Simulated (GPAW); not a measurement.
# PtS2 (1T monolayer): G0W0 with GPAW, start to end, part 2 of 2

Wanted: ground state, empty states, screening and self-energy for PtS2 (1T monolayer).

GPAW 26.7.0; LDA and many-body steps on it, plane waves. Known limits of the many-body steps: not at the basis limit; no spin polarisation; d states lean on the start; no spin-orbit coupling.

So far. Step 4 (Bands along the symmetry lines): The gap is 1.763 eV, as in the run before at this level. Step 5 (Empty states on the mesh, 12×12×1 mesh, 346 bands): On this mesh the gap is 1.763 eV.

## (6) Screening and self-energy, 12×12×1 mesh, 156 bands, screening to 60 eV

G0W0 replaces the xc potential by the self-energy, built once from these orbitals. Only a window of levels is corrected, while the sums run over the empty bands that the input names.

This step: G0W0 on LDA, plane waves, PAW.

Contents of run.py:

```python
import json
import numpy as np
from gpaw.mpi import world
from gpaw.response.g0w0 import G0W0

gw = G0W0('full.gpw',
    filename='gw',
    kpts=[0, 5, 6],
    bands=(12, 16),
    ecut=60,
    nbands=156,
    truncation='2D',
    integrate_gamma='sphere',
    q0_correction=True,
    frequencies={'type': 'nonlinear', 'domega0': 0.15, 'omega2': 15.0},
    eta=0.1,
    nblocksmax=True)
gw.calculate()
res = {mode: {k: v for k, v in r.items() if k != 'sigma_eskwn'}
       for mode, r in gw.all_results.items()}

if world.rank == 0:
    with open('result.json', 'w') as f:
        json.dump(res, f, default=lambda x: x.tolist())
```

Run with:

```sh
$ mpirun -n 16 gpaw python run.py
```

Numbers of over 12 decimals in the logs are rounded to 6 here.

What it wrote:

```text
Using integrator: PointIntegrator
NonLinearFrequencyDescriptor(from 0.000 to 110.916 eV, 183 points)
Nonperiodic BCs:  [False False  True]
Using integrator: PointIntegrator
NonLinearFrequencyDescriptor(from 0.000 to 110.916 eV, 183 points)
Nonperiodic BCs:  [False False  True]
Applying analytical 2D correction to W:
    Evaluating Gamma point contribution to W on a 13x13x1 grid
  ___  _ _ _
 |   || | | |
 | | || | | |
 |__ ||_____|
 |___|

BZ k-points: Symmetries present (total): 12

  [... matrices ...]
144 k-points: 12 x 12 x 1 Monkhorst-Pack grid + [1/24,1/24,0.000000]
19 k-points in the irreducible part of the Brillouin zone
       k-points in crystal coordinates                weights
   0:    -0.00000000   -0.00000000    0.00000000          1/144
   1:     0.08333333   -0.00000000    0.00000000          6/144
   2:     0.16666667   -0.08333333    0.00000000          6/144
   3:     0.16666667   -0.00000000    0.00000000          6/144
   4:     0.25000000   -0.08333333    0.00000000         12/144
   5:     0.25000000   -0.00000000    0.00000000          6/144
   6:     0.33333333   -0.16666667    0.00000000          6/144
   7:     0.33333333   -0.08333333    0.00000000         12/144
   8:     0.33333333   -0.00000000    0.00000000          6/144
   9:     0.33333333    0.33333333    0.00000000          2/144
          ...
  18:     0.50000000    0.50000000    0.00000000          3/144

Distributing spins, k-points and bands (1 x 3 x 4) over 2 processes
Number of blocks: 8

Quasi particle states:
k-points (IBZ indices): [0, 5, 6]
Band range: (12, 16)
  [... matrices ...]
Computational parameters:
Plane wave cut-off: 60 eV
Number of bands: 156
Coulomb cutoff: 2D
Broadening: 0.1 eV

fxc modes: GW
Kernel: RPA
Using full-frequency real axis integration
Summing all q:

Calculating screened Coulomb potential
2D Coulomb truncation
NonLinearFrequencyDescriptor(from 0.000 to 110.916 eV, 183 points)
Removing empty qpoint cache files...

Calculating chi0 body with:
    Ground state adapter containing:
    Number of spins: 1
    Number of kpoints: 144
    Number of irreducible kpoints: 19
    Number of completely occupied states: 14
    Number of partially occupied states: 14
    Occupied states memory: 4.844970703125 M / cpu

    Linear response parametrization:
    q_c: [-2.0816681711721685e-17, -2.0816681711721685e-17, 0.0]
    Number of frequency points: 183
    Planewave cutoff: 60.0
    Number of bands: 156
    Number of planewaves: 149
    Broadening (eta): 0.1
    comm.size: 16
    kncomm.size: 2
    blockcomm.size: 8

    Memory estimate of potentially large arrays:
        chi0_wGG: 7.749144 M / cpu
Integrating chi0 body.

Symmetries of q_c:
    Direct symmetries (Uq -> q): 12
    Indirect symmetries (TUq -> q): 0
In total 12 allowed symmetries.

  [... matrices ...]
19 groups of equivalent kpoints. 86.805556% reduction.

Integral kind: spectral function
Integrating chi0 head and wings.

Symmetries of q_c:
    Direct symmetries (Uq -> q): 12
    Indirect symmetries (TUq -> q): 0
In total 12 allowed symmetries.

  [... matrices ...]
19 groups of equivalent kpoints. 86.805556% reduction.

Integral kind: spectral function wings

Calculating chi0 body with:
    Ground state adapter containing:
    Number of spins: 1
    Number of kpoints: 144
    Number of irreducible kpoints: 19
    Number of completely occupied states: 14
    Number of partially occupied states: 14
[... the further q-points ...]

Results:
f:      Occupation numbers
eps:     KS-eigenvalues [eV]
vxc:     KS vxc [eV]
exx:     Exact exchange [eV]
sigma:   Self-energies [eV]
dsigma:  Self-energy derivatives
Z:       Renormalization factors
qp:      QP-energies [eV]

k-point 0 (0): (-0.000, -0.000, 0.000)                GW
band       f     eps     vxc     exx   sigma  dsigma       Z      qp
                                                                   GW
  12   1.000  -2.020 -16.697 -18.388   1.590  -0.386   0.722  -2.094
  13   1.000  -2.020 -16.697 -18.388   1.590  -0.386   0.722  -2.094
  14   0.000   1.619 -21.243 -16.995  -2.563  -0.139   0.878   3.098
  15   0.000   1.619 -21.243 -16.995  -2.563  -0.139   0.878   3.098

k-point 1 (5): (0.250, -0.000, 0.000)                GW
band       f     eps     vxc     exx   sigma  dsigma       Z      qp
                                                                   GW
  12   1.000  -2.174 -19.401 -21.840   2.410  -0.379   0.725  -2.194
  13   1.000  -1.933 -18.718 -21.362   2.518  -0.397   0.716  -2.024
  14   0.000   0.004 -19.937 -16.293  -2.093  -0.350   0.741   1.153
  15   0.000   1.128 -20.514 -16.231  -2.606  -0.430   0.699   2.302

k-point 2 (6): (0.333, -0.167, 0.000)                GW
band       f     eps     vxc     exx   sigma  dsigma       Z      qp
                                                                   GW
  12   1.000  -2.277 -21.317 -24.584   3.256  -0.396   0.716  -2.286
  13   1.000  -1.759 -18.168 -20.465   2.180  -0.383   0.723  -1.843
  14   0.000   0.322 -19.135 -15.252  -2.328  -0.366   0.732   1.461
  15   0.000   0.458 -20.615 -16.581  -2.387  -0.373   0.729   1.659
```

The job ended after 6.7 min (16 MPI ranks of Arm Neoverse V1, shared host; peak memory 6.3 GiB; 86 min of CPU time).

Numbers from this step:

```yaml
g0w0_gap_on_the_points_computed: 2.996 eV
least_direct_g0w0_gap_on_the_computed_points: 3.176 eV
z_at_the_valence_top: 0.7233
z_at_the_conduction_bottom: 0.7408
starting_gap_on_the_mesh: 1.763 eV
k_of_the_valence_top: 0.3333, -0.1667, 0
k_of_the_conduction_bottom: 0.25, 0, 0
```

The gap on the mesh goes from 1.76 eV to 3.00 eV, a correction of +1.23 eV.

Limits: finite bands, cutoff and mesh; no spin polarisation; d states lean on the start; no spin-orbit coupling. v1 is the top filled band, c1 the lowest empty one. Levels before and after the correction, in eV, zero at the valence-band top of each column:

```csv
,conduction bottom,valence top
Kohn-Sham,1.76,0.00
G0W0,3.00,0.00
```

```csv
,level,energy (eV)
Kohn-Sham,(0.25 0 0) v2,-0.415
Kohn-Sham,(0.25 0 0) v1,-0.174
Kohn-Sham,(0.25 0 0) c1,1.763
Kohn-Sham,(0.25 0 0) c2,2.887
Kohn-Sham,(0.333 -0.167 0) v2,-0.519
Kohn-Sham,(0.333 -0.167 0) v1,0.000
Kohn-Sham,(0.333 -0.167 0) c1,2.081
Kohn-Sham,(0.333 -0.167 0) c2,2.217
G0W0,(0.25 0 0) v2,-0.351
G0W0,(0.25 0 0) v1,-0.180
G0W0,(0.25 0 0) c1,2.996
G0W0,(0.25 0 0) c2,4.145
G0W0,(0.333 -0.167 0) v2,-0.442
G0W0,(0.333 -0.167 0) v1,0.000
G0W0,(0.333 -0.167 0) c1,3.304
G0W0,(0.333 -0.167 0) c2,3.502
```

## (7) Where the time went

Times are wall times on 16 MPI ranks of Arm Neoverse V1, shared host, good to a factor of about two.

```csv
step,time,share,memory (GiB)
relaxation,32 s,6 %,3.2
ground state,9.9 s,2 %,2.3
bands along the symmetry lines,12 s,2 %,2.8
empty states on the mesh,95 s,17 %,13
screening and self-energy,6.7 min,73 %,6.3
```

## (8) Outcome

| Property | Result |
| --- | --- |
| LDA gap | 1.76 eV, indirect |
| G0W0 gap on the mesh | 3.00 eV |
| GW settings | 12×12×1 mesh, 156 bands, screening to 60 eV, full frequency, Hilbert transform |
| known limits | not at the basis limit; no spin polarisation; d states lean on the start; no spin-orbit coupling |

In words: G0W0 moves the gap on the mesh from 1.76 eV to 3.00 eV (+1.23 eV), with Z of 0.72 and 0.74 at the edges. Only 3 of the mesh's irreducible points were corrected, so a valley elsewhere could overtake. The dearest step here is «screening and self-energy». Bands and cutoff are finite, so the gap is not at the basis limit. The miss can reach some tenths of an eV and take either sign; the mesh is an error of its own. These stock PAW sets were not made for GW. In the G0W0 run levels were corrected at 3 k points alone, so a gap called «on the mesh» is the least over those, and an edge elsewhere would be missed. The runs have no spin polarisation. For a closed low-spin shell that is the natural state; where a d or f shell is open it is a constraint, and the gap is then not the crystal's own. With d states at the gap, one-shot GW leans hard on its start. The many-body steps are scalar-relativistic: spin-orbit coupling is not in them.

[Paths, hosts, dates, memory and timing lines, banners, echoed tables and standing remarks are left out of the program output.]

[Logs are printed without paths, hosts, clocks, repeated set-up lines and the standing remarks that a program may print on its own settings, such as how far it seeks lower states.]

[Runs of the session that timed out or met a known fault of the program may be left out.]

[Hosts, paths, dates, database ids (printed as entryN), source tags and the programs' standing remarks are cut or masked in the printed files.]
